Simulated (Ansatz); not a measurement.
## How many bands does the GW gap of H2CClF (P2_1) need?

Aim: see how the G0W0 gap of H2CClF (P2_1) on PBE moves with empty bands and screening cutoff, and what each rung costs.

Method: G0W0 on PBE, plane waves, PAW, in Ansatz 0.2.0.

This is a report of a sequence of runs, with most program output left out.

## Step 1: Starting point

Symmetry: P2_1, No. 4, monoclinic system. Conventional cell: a = 5.021 Å, b = 4.148 Å, c = 6.768 Å, α = 90.00°, β = 108.21°, γ = 90.00°. Nearest to H lie 1 C at 1.09 Å. H has 1 C at 1.09 Å nearest. C has 2 H at 1.09 Å and 1 F at 1.38 Å and 1 Cl at 1.79 Å nearest. Nearest to Cl lie 1 C at 1.79 Å. Nearest to F lie 1 C at 1.38 Å. Farther neighbours and most contacts between anions are not listed.

Geometry: measured cell, ions relaxed with PBE. The runs that relaxed it are not among those shown. The default PAW set here is soft_2. Its files were made with PBE.

## Step 2: 101 empty bands, screening to 48 eV

G0W0 replaces the xc potential by the self-energy, built once from these orbitals. Only a window of levels is corrected, while the sums run over the empty bands that the input names.

Input file input.yaml:

```yaml
crystal:
  lattice:
    - [5.0206, 0.0, 0.0]
    - [0.0, 4.1477, 0.0]
    - [-2.1143188253, 0.0, 6.4288463713]
  atoms:
    - { symbol: H, position: [0.2853907074, 0.3914333251, 0.1553547444] }
    - { symbol: H, position: [0.7146092926, 0.8914333251, 0.8446452556] }
    - { symbol: H, position: [0.5708661695, 0.1079278767, 0.2708692269] }
    - { symbol: H, position: [0.4291338305, 0.6079278767, 0.7291307731] }
    - { symbol: C, position: [0.3461441783, 0.1407585261, 0.1942650717] }
    - { symbol: C, position: [0.6538558217, 0.6407585261, 0.8057349283] }
    - { symbol: Cl, position: [0.1665216804, 0.0025228448, 0.3683413112] }
    - { symbol: Cl, position: [0.8334783196, 0.5025228448, 0.6316586888] }
    - { symbol: F, position: [0.2645503672, 0.9578574273, 0.0149998989] }
    - { symbol: F, position: [0.7354496328, 0.4578574273, 0.9850001011] }
kpoints:
  mp_grid: { grid: [4, 4, 2] }
hamiltonian:
  xc: pbe
scf:
  occupations: { method: fixed }
gw:
  n_empty_bands: 101
  ecut_chi: 48
  qp_bands: [v3, c3]
  qp_kpoints: band_edges
  screening: { model: contour_deformation }
```

The run is started by

```
> ansatz run input.yaml --threads 3 --pin off --max-ram 92160MiB --backend cuda --events-out ev --progress --plain --runs-dir out --devices 1 --max-vram 13GiB  # rebuilt from the run's record
```

It took 14 s on 1 × NVIDIA H100 80GB HBM3 (shared by 6 runs) with 3 threads of AMD EPYC 7R13 (Zen 3), shared host; peak memory 1.2 GiB.

This step gave:

```
bands summed                                 : 121
RPA ε∞ on this mesh (eigenvalues)            : 2.014, 2.039, 2.374
plane waves in the screening matrix          : 97
q-points in the mesh                         : 32
G0W0 gap on the mesh                         : 9.986 eV
k of the valence top                         : -0.5, -0.5, -0.5
k of the conduction bottom                   : 0.25, 0, -0.5
starting gap on the mesh                     : 5.996 eV
Z at the valence top                         : 0.8283
Z at the conduction bottom                   : 0.8514
least direct G0W0 gap on the computed points : 10.03 eV
```

The gap on the mesh goes from 6.00 eV to 9.99 eV, a correction of +3.99 eV, though a band edge has moved to another state.

## Step 3: 285 empty bands, screening to 96 eV

Another rung: the empty bands reach about as high as the screening cutoff, so the two stay in balance.

input.yaml, as its differences from that of step 2:

```diff
@@ -23,4 +23,4 @@
 gw:
-  n_empty_bands: 101
-  ecut_chi: 48
+  n_empty_bands: 285
+  ecut_chi: 96
   qp_bands: [v3, c3]
```

Wall time 27 s (1 × NVIDIA H100 80GB HBM3 (shared by 6 runs) with 3 threads); peak memory 1.5 GiB.

Numbers from this step:

```yaml
bands_summed: 305
rpa_eps_infinity_on_this_mesh_eigenvalues: 2.004, 2.029, 2.359
plane_waves_in_the_screening_matrix: 299
q_points_in_the_mesh: 32
g0w0_gap_on_the_mesh: 9.981 eV
k_of_the_valence_top: -0.5, -0.5, 0
k_of_the_conduction_bottom: -0.5, 0, 0
starting_gap_on_the_mesh: 5.996 eV
z_at_the_valence_top: 0.8190
z_at_the_conduction_bottom: 0.8386
least_direct_g0w0_gap_on_the_computed_points: 10.02 eV
```

Against the run with 4×4×2 mesh, 101 empty bands, screening to 48 eV, the gap moves by −0.005 eV.

## Step 4: 615 empty bands, screening to 160 eV

input.yaml, as its differences from that of step 3:

```diff
@@ -23,4 +23,4 @@
 gw:
-  n_empty_bands: 285
-  ecut_chi: 96
+  n_empty_bands: 615
+  ecut_chi: 160.0
   qp_bands: [v3, c3]
```

Elapsed: 59 s, on 1 × NVIDIA H100 80GB HBM3 (shared by 6 runs) with 3 threads; peak memory 2.5 GiB.

This step gave:

```yaml
bands_summed: 635
rpa_eps_infinity_on_this_mesh_eigenvalues: 1.997, 2.022, 2.343
plane_waves_in_the_screening_matrix: 615
g0w0_gap_on_the_mesh: 10.03 eV
k_of_the_valence_top: -0.5, -0.5, 0
k_of_the_conduction_bottom: -0.5, 0, 0
starting_gap_on_the_mesh: 5.996 eV
least_direct_g0w0_gap_on_the_computed_points: 10.07 eV
```

Against the run with 4×4×2 mesh, 285 empty bands, screening to 96 eV, the gap moves by +0.05 eV.

## Step 5: Changing the k mesh: 2×2×2 mesh, 285 empty bands, screening to 96 eV

Only the mesh changes. It samples the long-range screening, which converges on its own terms. Bands and cutoff differ from the step before, so it is read against an earlier run that matches them.

input.yaml, as its differences from that of step 4:

```diff
@@ -17,3 +17,3 @@
 kpoints:
-  mp_grid: { grid: [4, 4, 2] }
+  mp_grid: { grid: [2, 2, 2] }
 hamiltonian:
@@ -23,4 +23,4 @@
 gw:
-  n_empty_bands: 615
-  ecut_chi: 160.0
+  n_empty_bands: 285
+  ecut_chi: 96
   qp_bands: [v3, c3]
```

Wall time 9.6 s (1 × NVIDIA H100 80GB HBM3 (shared by 6 runs) with 3 threads); peak memory 1.3 GiB.

This step gave:

```
bands summed                                 : 305
RPA ε∞ on this mesh (eigenvalues)            : 2.017, 2.036, 2.374
plane waves in the screening matrix          : 299
G0W0 gap on the mesh                         : 10.00 eV
k of the valence top                         : -0.5, -0.5, 0
k of the conduction bottom                   : -0.5, 0, 0
starting gap on the mesh                     : 5.994 eV
least direct G0W0 gap on the computed points : 10.05 eV
```

Against the run with 4×4×2 mesh, 285 empty bands, screening to 96 eV, the gap moves by +0.02 eV.

## Step 6: Changing the frequency model: 4×4×2 mesh, 285 empty bands, screening to 96 eV, plasmon pole

A plasmon pole stands in for the full frequency dependence of the screening; this run shows what that costs in accuracy.

input.yaml, as its differences from that of step 5:

```diff
@@ -17,3 +17,3 @@
 kpoints:
-  mp_grid: { grid: [2, 2, 2] }
+  mp_grid: { grid: [4, 4, 2] }
 hamiltonian:
@@ -27,2 +27,2 @@
   qp_kpoints: band_edges
-  screening: { model: contour_deformation }
+  screening: { model: godby_needs }
```

Elapsed: 20 s, on 1 × NVIDIA H100 80GB HBM3 (shared by 6 runs) with 3 threads; peak memory 1.7 GiB.

Numbers from this step:

```
bands summed                                 : 305
plasmon-pole fit frequency                   : 20.30 eV
RPA ε∞ on this mesh (eigenvalues)            : 2.004, 2.029, 2.359
plane waves in the screening matrix          : 299
G0W0 gap on the mesh                         : 10.02 eV
k of the valence top                         : -0.5, -0.5, 0
k of the conduction bottom                   : 0.25, 0, -0.5
starting gap on the mesh                     : 5.996 eV
least direct G0W0 gap on the computed points : 10.07 eV
```

Against the run with 4×4×2 mesh, 285 empty bands, screening to 96 eV, the gap moves by +0.04 eV.

## Step 7: Changing the files: 4×4×2 mesh, 285 empty bands, screening to 96 eV, hard PAW files

Other atomic data (hard PAW) test the pseudisation: the cutoff goes from 420 to 1050 eV, with the same valence electrons.

input.yaml, as its differences from that of step 6:

```diff
@@ -20,2 +20,3 @@
   xc: pbe
+  pseudopotentials: { kind: paw, source: ansatz }
 scf:
@@ -27,2 +28,2 @@
   qp_kpoints: band_edges
-  screening: { model: godby_needs }
+  screening: { model: contour_deformation }
```

It took 49 s on 1 × NVIDIA H100 80GB HBM3 (shared by 6 runs) with 3 threads; peak memory 2.4 GiB; 81 s of CPU time.

This step gave:

| Property | Result |
| --- | --- |
| bands summed | 305 |
| RPA ε∞ on this mesh (eigenvalues) | 2.004, 2.029, 2.359 |
| plane waves in the screening matrix | 299 |
| G0W0 gap on the mesh | 9.980 eV |
| k of the valence top | -0.5, -0.5, 0 |
| k of the conduction bottom | 0.25, 0, -0.5 |
| starting gap on the mesh | 6.000 eV |
| least direct G0W0 gap on the computed points | 10.03 eV |

Against the run with 4×4×2 mesh, 285 empty bands, screening to 96 eV, the gap moves by −0.001 eV.

## Step 8: Convergence and cost

Times are wall times on 1 × NVIDIA H100 80GB HBM3 (shared by 6 runs) with 3 threads of AMD EPYC 7R13 (Zen 3), shared host, good to a factor of about two.

| mesh | files | frequency | bands summed | cutoff (eV) | start (eV) | G0W0 (eV) | time | host memory (GiB) |
| --- | --- | --- | --- | --- | --- | --- | --- | --- |
| 4×4×2 | default PAW | contour deformation | 121 | 48 | 5.996 | 9.986 | 14 s | 1.2 |
| 4×4×2 | default PAW | contour deformation | 305 | 96 | 5.996 | 9.981 | 27 s | 1.5 |
| 4×4×2 | default PAW | contour deformation | 635 | 160 | 5.996 | 10.027 | 59 s | 2.5 |
| 2×2×2 | default PAW | contour deformation | 305 | 96 | 5.994 | 10.003 | 9.6 s | 1.3 |
| 4×4×2 | default PAW | plasmon pole | 305 | 96 | 5.996 | 10.020 | 20 s | 1.7 |
| 4×4×2 | hard PAW | contour deformation | 305 | 96 | 6.000 | 9.980 | 49 s | 2.4 |

How the two edges are built up, in eV (the quasiparticle level is the starting level plus Σx plus Σc less Vxc):

| run | edge | start | Σx | Σc | Vxc | Z | QP |
| --- | --- | --- | --- | --- | --- | --- | --- |
| 121 bands | valence top | -0.64 | -21.87 | 3.00 | -17.12 | 0.83 | -2.39 |
| 121 bands | conduction bottom | 5.52 | -8.18 | -3.22 | -13.47 | 0.85 | 7.59 |
| 305 bands | valence top | -0.64 | -22.02 | 2.75 | -17.24 | 0.82 | -2.66 |
| 305 bands | conduction bottom | 5.36 | -8.75 | -3.67 | -14.39 | 0.84 | 7.32 |
| 635 bands | valence top | -0.64 | -22.02 | 2.49 | -17.24 | 0.82 | -2.92 |
| 635 bands | conduction bottom | 5.36 | -8.75 | -3.89 | -14.39 | 0.84 | 7.10 |

 Where G0W0 reorders the edges (121 bands), the two states listed lie further apart at the start than the starting gap.

## Step 9: Results

```json
{
 "121 bands, 48 eV": "9.986 eV",
 "305 bands, 96 eV": "9.981 eV",
 "635 bands, 160 eV": "10.027 eV",
 "mesh and start": "4×4×2, PBE"
}
```

**Reading.** From 121 to 635 bands the gap moves by +0.04 eV while the time grows 4.3-fold. The gap turns back along the series, so no limit is drawn from it. On the 2×2×2 mesh in place of 4×4×2 the gap differs by +0.02 eV, of which −0.002 eV is already in the start. The plasmon-pole model gives +0.04 eV against contour deformation, 1 % of the correction. Hard PAW files move the gap by −0.001 eV at equal bands and cutoff, +0.004 eV of it in the start. The 4×4×2 mesh is coarse for this cell (its supercell is 14 Å along the shortest edge). The RPA ε∞ on it, from the PBE start, is 2.00, 2.02 and 2.34; such meshes misread the long-range screening, most where the gap is narrow.

[Paths, hosts, dates, memory and timing lines, banners, echoed tables and standing remarks are left out of the program output.]

[Logs are printed without paths, hosts, clocks, repeated set-up lines and the standing remarks that a program may print on its own settings, such as how far it seeks lower states.]

[Runs of the session that timed out or met a known fault of the program may be left out.]

[Cells called generated may have been cut or substituted from an entry of the Crystallography Open Database or the Materials Project.]

[Hosts, paths, dates, database ids (printed as entryN), source tags and the programs' standing remarks are cut or masked in the printed files.]
